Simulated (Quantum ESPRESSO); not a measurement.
# CoGe: which magnetic order is lowest

A self-consistent run ends on one state, which hangs on the start. Several orders of CoGe are started in Quantum ESPRESSO and their energies compared.

Main program and level: Quantum ESPRESSO 7.5; LDA; plane waves with GBRV 1.5 LDA potentials, no spin-orbit coupling.

### 1. Starting point

The structure is cubic, space group P2_13 (No. 198). The conventional cell has a = 4.579 Å, b = 4.579 Å, c = 4.579 Å, α = 90.00°, β = 90.00°, γ = 90.00°. Nearest to Co lie 7 Ge at 2.36 to 2.57 Å. Nearest to Ge lie 7 Co at 2.36 to 2.57 Å. Farther neighbours are not listed.

The cell comes from Materials Project 2023-11-01, a database of computed structures, and need not be the stable phase.

### 2. Run 1 (ferro ++++)

The signs are those of the starting moments on the seeded atoms, the atoms that are given a moment.

pw.in reads:

```
&CONTROL
  calculation = 'scf'
  prefix = 'pwscf'
  outdir = './tmp'
  pseudo_dir = './pseudo'
  disk_io = 'nowf'
/
&SYSTEM
  ibrav = 0
  celldm(1) = 8
  nat = 8
  ntyp = 2
  ecutwfc = 40
  ecutrho = 280
  nbnd = 81
  occupations = 'smearing'
  smearing = 'fd'
  degauss = 0.00734986
  nspin = 2
  starting_magnetization(1) = 0.1176
  starting_magnetization(2) = 0
/
&ELECTRONS
  conv_thr = 1.6d-08
  electron_maxstep = 150
  mixing_beta = 0.3
/
ATOMIC_SPECIES
Co     58.9332 co_lda_v1.2.uspp.F.UPF
Ge     72.6300 ge_lda_v1.4.uspp.F.UPF
CELL_PARAMETERS alat
   1.0817441127580    0.0000000000000    0.0000000000000
   0.0000000000000    1.0817441127580    0.0000000000000
   0.0000000000000    0.0000000000000    1.0817441127580
ATOMIC_POSITIONS crystal
Co      0.1368306200    0.1368306200    0.1368306200
Co      0.3631693800    0.8631693800    0.6368306200
Co      0.6368306200    0.3631693800    0.8631693800
Co      0.8631693800    0.6368306200    0.3631693800
Ge      0.8398082100    0.8398082100    0.8398082100
Ge      0.6601917900    0.1601917900    0.3398082100
Ge      0.3398082100    0.6601917900    0.1601917900
Ge      0.1601917900    0.3398082100    0.6601917900
K_POINTS automatic
6 6 6 0 0 0
```

The run is started by

```bash
$ OMP_NUM_THREADS=1 mpirun -n 4 pw.x -nk 4 -in pw.in > pw.out
```

What it wrote:

```text
Program PWSCF v.7.5 starts

     Message from routine setup:
     using ibrav=0 with symmetry is DISCOURAGED, use correct ibrav instead

     K-points division:     npool     =       4
     Subspace diagonalization in iterative solution of the eigenvalue problem:

     G-vector sticks info
     --------------------
     sticks:   dense  smooth     PW     G-vecs:    dense   smooth      PW
     Sum        1669     949    293                51435    22119    3743

     Using Slab Decomposition

     bravais-lattice index     =            0
     lattice parameter (alat)  =       8.0000  a.u.
     unit-cell volume          =     648.1023 (a.u.)^3
     number of atoms/cell      =            8
     number of atomic types    =            2
     number of electrons       =       124.00
     number of Kohn-Sham states=           81
     kinetic-energy cutoff     =      40.0000  Ry
     charge density cutoff     =     280.0000  Ry
     scf convergence threshold =      1.6E-08
     mixing beta               =       0.3000
     number of iterations used =            8  plain     mixing
     Exchange-correlation=  SLA  PZ   NOGX NOGC
                           (   1   1   0   0   0   0   0)

     celldm(1)=   8.000000  celldm(2)=   0.000000  celldm(3)=   0.000000
     celldm(4)=   0.000000  celldm(5)=   0.000000  celldm(6)=   0.000000

     crystal axes: (cart. coord. in units of alat)
               a(1) = (   1.081744   0.000000   0.000000 )
               a(2) = (   0.000000   1.081744   0.000000 )
               a(3) = (   0.000000   0.000000   1.081744 )

     reciprocal axes: (cart. coord. in units 2 pi/alat)
               b(1) = (  0.924433  0.000000  0.000000 )
               b(2) = (  0.000000  0.924433  0.000000 )
               b(3) = (  0.000000  0.000000  0.924433 )

     PseudoPot. # 1 for Co read from file:
     co_lda_v1.2.uspp.F.UPF
     Pseudo is Ultrasoft + core correction, Zval = 17.0
     Generated by new atomic code, or converted to UPF format
     Using radial grid of  863 points,  6 beta functions with:
                l(1) =   0
                l(2) =   0
                l(3) =   1
                l(4) =   1
                l(5) =   2
                l(6) =   2
     Q(r) pseudized with  8 coefficients,  rinner =    1.200   1.200   1.200
                                                       1.200   1.200

     PseudoPot. # 2 for Ge read from file:
     ge_lda_v1.4.uspp.F.UPF
     Pseudo is Ultrasoft + core correction, Zval = 14.0
     Generated by new atomic code, or converted to UPF format
     Using radial grid of  873 points,  6 beta functions with:
                l(1) =   0
                l(2) =   0
                l(3) =   1
                l(4) =   1
                l(5) =   2
                l(6) =   2
     Q(r) pseudized with  8 coefficients,  rinner =    1.400   1.400   1.400
                                                       1.400   1.400

     atomic species   valence    mass     pseudopotential
     Co               17.00    58.93320     Co( 1.00)
     Ge               14.00    72.63000     Ge( 1.00)

     Starting magnetic structure
     atomic species   magnetization
     Co              0.118
     Ge              0.000

     12 Sym. Ops. (no inversion) found ( 9 have fractional translation)

   Cartesian axes

     site n.     atom                  positions (alat units)
         1        Co     tau(   1) = (   0.1480157   0.1480157   0.1480157  )
         2        Co     tau(   2) = (   0.3928563   0.9337284   0.6888878  )
         3        Co     tau(   3) = (   0.6888878   0.3928563   0.9337284  )
         4        Co     tau(   4) = (   0.9337284   0.6888878   0.3928563  )
         5        Ge     tau(   5) = (   0.9084576   0.9084576   0.9084576  )
         6        Ge     tau(   6) = (   0.7141586   0.1732865   0.3675855  )
         7        Ge     tau(   7) = (   0.3675855   0.7141586   0.1732865  )
         8        Ge     tau(   8) = (   0.1732865   0.3675855   0.7141586  )

     number of k points=    24  Fermi-Dirac smearing, width (Ry)=  0.0073
                       cart. coord. in units 2pi/alat
        k(    1) = (   0.0000000   0.0000000   0.0000000), wk =   0.0046296
        k(    2) = (   0.0000000   0.0000000   0.1540722), wk =   0.0277778
        k(    3) = (   0.0000000   0.0000000   0.3081443), wk =   0.0277778
        k(    4) = (   0.0000000   0.0000000  -0.4622165), wk =   0.0138889
        k(    5) = (   0.0000000   0.1540722   0.1540722), wk =   0.0555556
        [... 19 further k-points ...]

     Dense  grid:    51435 G-vectors     FFT dimensions: (  48,  48,  48)

     Smooth grid:    22119 G-vectors     FFT dimensions: (  36,  36,  36)

     Check: negative core charge=   -0.000026
     Generating pointlists ...
     new r_m :   0.2296 (alat units)  1.8365 (a.u.) for type    1
     new r_m :   0.2296 (alat units)  1.8365 (a.u.) for type    2

     Initial potential from superposition of free atoms

     starting charge     119.9971, renormalised to     124.0000
     Starting wfcs are   88 randomized atomic wfcs

     Self-consistent Calculation

     iteration #  1     ecut=    40.00 Ry     beta= 0.30
     Davidson diagonalization with overlap
     ethr =  1.00E-02,  avg # of iterations =  4.1

     total energy              =   -2042.08538267 Ry
     estimated scf accuracy    <      14.10518946 Ry

     total magnetization       =     4.15 Bohr mag/cell
     absolute magnetization    =     5.03 Bohr mag/cell

     iteration #  2     ecut=    40.00 Ry     beta= 0.30
     Davidson diagonalization with overlap
     ethr =  1.00E-02,  avg # of iterations =  2.1

     total energy              =   -2044.35712537 Ry
     estimated scf accuracy    <      14.14565365 Ry

     total magnetization       =     0.54 Bohr mag/cell
     absolute magnetization    =     1.56 Bohr mag/cell

     iteration #  3     ecut=    40.00 Ry     beta= 0.30
     Davidson diagonalization with overlap
     ethr =  1.00E-02,  avg # of iterations =  1.1

     total energy              =   -2045.76433661 Ry
     estimated scf accuracy    <       0.38876658 Ry

     total magnetization       =     2.46 Bohr mag/cell
     absolute magnetization    =     3.55 Bohr mag/cell

     [... further iterations left out ...]

     iteration # 11     ecut=    40.00 Ry     beta= 0.30
     Davidson diagonalization with overlap
     ethr =  3.63E-08,  avg # of iterations =  2.0

     total energy              =   -2045.89207988 Ry
     estimated scf accuracy    <       0.00000096 Ry

     total magnetization       =     0.00 Bohr mag/cell
     absolute magnetization    =     0.01 Bohr mag/cell

     iteration # 12     ecut=    40.00 Ry     beta= 0.30
     Davidson diagonalization with overlap
     ethr =  7.77E-10,  avg # of iterations =  2.5

     total energy              =   -2045.89208072 Ry
     estimated scf accuracy    <       0.00000036 Ry

     total magnetization       =    -0.00 Bohr mag/cell
     absolute magnetization    =     0.00 Bohr mag/cell

     iteration # 13     ecut=    40.00 Ry     beta= 0.30
     Davidson diagonalization with overlap
     ethr =  2.89E-10,  avg # of iterations =  1.5

     total energy              =   -2045.89208077 Ry
     estimated scf accuracy    <       0.00000007 Ry

     total magnetization       =    -0.00 Bohr mag/cell
     absolute magnetization    =     0.00 Bohr mag/cell

     iteration # 14     ecut=    40.00 Ry     beta= 0.30
     Davidson diagonalization with overlap
     ethr =  5.87E-11,  avg # of iterations =  1.5

     Magnetic moment per site  (integrated on atomic sphere of radius R)
     atom   1 (R=0.230)  charge= 15.4344  magn= -0.0000
     atom   2 (R=0.230)  charge= 15.4344  magn= -0.0000
     atom   3 (R=0.230)  charge= 15.4344  magn= -0.0000
     atom   4 (R=0.230)  charge= 15.4344  magn= -0.0000
     atom   5 (R=0.230)  charge= 11.6697  magn= -0.0000
     atom   6 (R=0.230)  charge= 11.6697  magn= -0.0000
     atom   7 (R=0.230)  charge= 11.6697  magn= -0.0000
     atom   8 (R=0.230)  charge= 11.6697  magn= -0.0000

     End of self-consistent calculation

     [... lines left out ...]
     the Fermi energy is    17.3177 ev

!    total energy              =   -2045.89208079 Ry
     estimated scf accuracy    <          4.0E-09 Ry
     smearing contrib. (-TS)   =      -0.00806979 Ry
     internal energy E=F+TS    =   -2045.88401100 Ry

     The total energy is F=E-TS. E is the sum of the following terms:
     one-electron contribution =   -1033.31523070 Ry
     hartree contribution      =     627.92724498 Ry
     xc contribution           =    -359.07469234 Ry
     ewald contribution        =   -1281.42133294 Ry

     total magnetization       =    -0.00 Bohr mag/cell
     absolute magnetization    =     0.00 Bohr mag/cell

     convergence has been achieved in  14 iterations

=------------------------------------------------------------------------------=
   JOB DONE.
=------------------------------------------------------------------------------=
```

Run time: 85 s. Hardware: 4 MPI ranks of Arm Neoverse V1, shared host; peak memory 0.64 GiB; 5.6 min of CPU time.

The spin moment in the atom's sphere vanishes on all atoms.

Numbers from this step:

```
smearing term TS       : 0.1098 eV
magnetization          : 0 μB
absolute magnetization : 0 μB
final state            : non-magnetic
```

(Part 1 of 2 ends here.)

[Logs and program files are shortened in this print: banners, set-up blocks, solver, clock and traceback lines can be left out without a mark of their own.]

[Logs are printed without paths, hosts, clocks, repeated set-up lines and the standing remarks that a program may print on its own settings, such as how far it seeks lower states.]

[Hosts, paths, dates, database ids (printed as entryN), source tags and the programs' standing remarks are cut or masked in the printed files.]

[Where a cell is said to come from a database of computed structures, the database is the Materials Project.]
